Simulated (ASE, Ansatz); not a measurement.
# Random rock-salt alloy of CaS and PbS (64 atoms): a single point, part 2 of 2

Aim: energy, forces, charges and density of states of random rock-salt alloy of CaS and PbS (64 atoms) at a fixed geometry.

Ansatz 0.2.0; Kohn-Sham DFT, PBE, PAW (set soft_2), plane waves.

The cell: 20 Pb, 32 S and 12 Ca. The host structure and its lattice constant were typed by rule, without a check against the phase diagram. Sampling is at Γ alone, for a cell whose shortest periodic width is 12 Å. Spin–orbit coupling is left out.

So far: The starting structure; Plane-wave single point.

### Step 2. Plane-wave single point (continued)

Electrostatic potential energy in the ac plane at fractional y = 0.000, with atoms of Pb and S and Ca within 0.2 Å of it. With pseudopotentials it is smooth inside the atoms' cores, unlike the true potential.

Ten even steps from '0' (-36 eV) to '9' (11 eV), each cell a mean:
```
202799512158985100279972213799611
247999865689998645789997567999863
899999999999999989999999999999998
899999988899999999999998668999999
358998632368998533699962002699963
315997300037995122289830330389732
226998400037996221389840210489841
579999754578999756899984225899986
999999988899999999999999889999999
678999998999999888899999889999987
015899743489997423589996335899731
311798313148984000179972221699502
202798412159985000279983112799611
237999865689998645789998667999863
889999999999999988999999999999998
899999887889999989999997668999999
358998631268998533699962002699974
315997300037995122289830330389831
226998400048996221389840210489841
579999765679999756899984225899986
999999999999999999999999889999999
678999998999999888899999889999987
015899743479997422589985335899731
311798413148985000169971222799502
```
Columns run along a (11.7 Å; values clipped at the 3rd and 97th percentile), rows up along c (11.7 Å). Atoms in or near the plane, at fractional coordinates: Pb at (0.00, 0.00), S at (0.25, 0.00), Ca at (0.25, 0.25), S at (0.00, 0.25), Pb at (0.00, 0.50), S at (0.25, 0.50), Ca at (0.25, 0.75), S at (0.00, 0.75), Ca at (0.50, 0.00), S at (0.75, 0.00), Pb at (0.75, 0.25), S at (0.50, 0.25), Ca at (0.50, 0.50), S at (0.75, 0.50) and more.

Mean Löwdin charges: Ca +1.56, Pb +0.52, S -0.76 e (they miss 0.80 % of the electrons, so they add up to more than the cell's charge). The charge on S changes by -0.113 e for each Ca neighbour that takes the place of another kind, on average. The largest share in the top eV of filled states is S p (74 % of the projected weight), and in the lowest eV of empty states Pb p (78 % of the projected weight).

### Step 3. Distances and neighbours

Bonds and neighbours are counted at the geometry of the runs.

Density 5.88 g/cm³, 24.95 Å³ an atom.

Pair distribution functions g(r), in bins of 0.2 Å:

```
r (Å)  total    S-S   S-Pb   S-Ca  Pb-Pb  Pb-Ca  Ca-Ca
 2.80   1.54   0.00   3.12   3.00   0.00   0.00   0.00
 3.00   5.42   0.00  10.82  10.95   0.00   0.00   0.00
 3.20   0.00   0.00   0.00   0.00   0.00   0.00   0.00
 3.40   0.00   0.00   0.00   0.00   0.00   0.00   0.00
 3.60   0.00   0.00   0.00   0.00   0.00   0.00   0.00
 3.80   0.00   0.00   0.00   0.00   0.00   0.00   0.00
 4.00   0.92   1.79   0.00   0.00   0.95   2.87   1.06
 4.20   6.07  12.17   0.00   0.00  12.75  11.45  12.35
 4.40   0.00   0.00   0.00   0.00   0.00   0.00   0.00
 4.60   0.00   0.00   0.00   0.00   0.00   0.00   0.00
 4.80   0.00   0.00   0.00   0.00   0.00   0.00   0.00
 5.00   2.85   0.00   5.65   5.85   0.00   0.00   0.00
 5.20   0.25   0.00   0.56   0.38   0.00   0.00   0.00
 5.40   0.00   0.00   0.00   0.00   0.00   0.00   0.00
 5.60   0.00   0.00   0.00   0.00   0.00   0.00   0.00
 5.80   1.70   3.38   0.00   0.00   2.89   4.34   1.81
 6.00   0.04   0.11   0.00   0.00   0.09   0.00   0.25
 6.20   0.00   0.00   0.00   0.00   0.00   0.00   0.00
 6.40   0.68   0.00   1.47   1.19   0.00   0.00   0.00
 6.60   4.90   0.00   9.72   9.99   0.00   0.00   0.00
 6.80   0.00   0.00   0.00   0.00   0.00   0.00   0.00
 7.00   0.10   0.27   0.00   0.00   0.13   0.16   0.00
 7.20   4.55   9.02   0.00   0.00   9.18   9.16   9.29
 7.40   0.00   0.00   0.00   0.00   0.00   0.00   0.00
 7.60   0.00   0.00   0.00   0.00   0.00   0.00   0.00
 7.80   0.00   0.00   0.00   0.00   0.00   0.00   0.00
```

Bonds by pair of elements; cutoffs follow the first minimum of g(r), held within bounds set by covalent radii, and pairs that aren't listed don't count as bonded:

```
pair A-B  cutoff (Å)  bonds  mean length (Å)  spread (Å)  shortest (Å)  B about A  A about B
    S-Pb        3.38    120             2.92       0.029          2.86       3.75          6
    S-Ca        3.38     72             2.92       0.028          2.87       2.25          6
```

How many atoms have how many bonded neighbours:

```csv
element,mean,6
Ca,6,12
Pb,6,20
S,6,32
```

Bond angles, per cent of each kind in bins of 5°:

```csv
angle (°),S-Pb-S,Ca-S-Pb,Pb-S-Pb,S-Ca-S,Ca-S-Ca
85–90,39.3,39.6,38.9,40.6,40.0
90–95,40.7,37.1,43.3,39.4,46.7
95–100,0.0,0.0,0.0,0.0,0.0
100–105,0.0,0.0,0.0,0.0,0.0
105–110,0.0,0.0,0.0,0.0,0.0
110–115,0.0,0.0,0.0,0.0,0.0
115–120,0.0,0.0,0.0,0.0,0.0
120–125,0.0,0.0,0.0,0.0,0.0
125–130,0.0,0.0,0.0,0.0,0.0
130–135,0.0,0.0,0.0,0.0,0.0
135–140,0.0,0.0,0.0,0.0,0.0
140–145,0.0,0.0,0.0,0.0,0.0
145–150,0.0,0.0,0.0,0.0,0.0
150–155,0.0,0.0,0.0,0.0,0.0
155–160,0.0,0.0,0.0,0.0,0.0
160–165,0.0,0.0,0.0,0.0,0.0
165–170,0.0,0.0,0.0,0.0,0.0
170–175,0.0,0.0,0.0,0.0,0.0
175–180,20.0,23.3,17.8,20.0,13.3
```

Bond angles (no mean is given where the spread exceeds 20°):

```
  angle  count  mean (°)  spread (°)
 S-Pb-S    300         -           -
Ca-S-Pb    240         -           -
Pb-S-Pb    180         -           -
 S-Ca-S    180         -           -
Ca-S-Ca     60         -           -
```

First main peaks of g(r), for some of the pairs, lie near 4.13 Å (S-S), 2.92 Å (S-Pb), 2.92 Å (S-Ca), 4.14 Å (Pb-Pb), 4.13 Å (Pb-Ca) and 4.14 Å (Ca-Ca). With the cutoffs above, all Ca atoms have 6, all Pb atoms have 6 and all S atoms have 6 bonded neighbours.

A closer look about S64, which bears the longest force: 10 atoms, nearest first, numbered in the order of the input, with positions taken from that point.

```csv
atom,x,y,z,distance (Å),bonds,Löwdin charge (e),Fx,Fy,Fz (eV/Å)
S64,0.00,0.00,0.00,0.00,6,-0.81,-0.57,0.64,0.50
Pb57,-0.02,-2.88,0.01,2.88,6,0.50,0.00,-0.07,-0.08
Pb63,2.90,0.06,0.00,2.90,6,0.47,0.23,-0.16,-0.01
Pb51,0.00,0.03,-2.90,2.90,6,0.53,-0.08,-0.07,-0.17
Ca59,0.01,0.03,2.92,2.92,6,1.54,-0.07,-0.07,0.06
Ca31,-2.94,0.04,-0.01,2.94,6,1.55,-0.13,-0.18,-0.02
Ca41,-0.01,2.94,-0.03,2.94,6,1.56,0.05,0.05,0.04
S62,0.00,-2.88,2.90,4.09,6,-0.73,0.05,0.42,0.50
S26,-2.88,-2.90,0.00,4.09,6,-0.72,-0.29,0.53,-0.41
S54,-0.06,-2.85,-2.94,4.10,6,-0.74,-0.15,-0.25,-0.42
```

The column of bonds counts only the pairs S-Pb within 3.38 Å, S-Ca within 3.38 Å; other neighbours, such as metal atoms beside each other in a compound, aren't counted, and periodic images can show an atom twice.

### Step 4. Summary of results

```yaml
free_energy_per_atom: -4513.4946 eV/atom
density: 5.877 g/cm³
pressure: 3.082 GPa
r_m_s_force_component: 0.2741 eV/Å
spacing_of_highest_filled_and_lowest_empty_level: 1.148 eV
wall_time_of_the_1_dft_run: 15 s
```

What this shows: The highest filled and lowest empty levels differ by 1.15 eV at Γ alone; the mesh holds the band edges only if they fold onto it, so the gap at this level can be narrower or closed. With the cutoffs above, all Ca atoms have 6, all Pb atoms have 6 and all S atoms have 6 bonded neighbours.

What to keep in mind: The geometry was built by rule, was displaced at random and isn't relaxed at this level: its force components are 0.27 eV/Å r.m.s. The pressure of 3.1 GPa belongs to a cell and atoms that aren't relaxed at this level.

[Logs are printed without paths, hosts, clocks, repeated set-up lines and the standing remarks that a program may print on its own settings, such as how far it seeks lower states.]

[Hosts, paths, dates, database ids (printed as entryN), source tags and the programs' standing remarks are cut or masked in the printed files.]
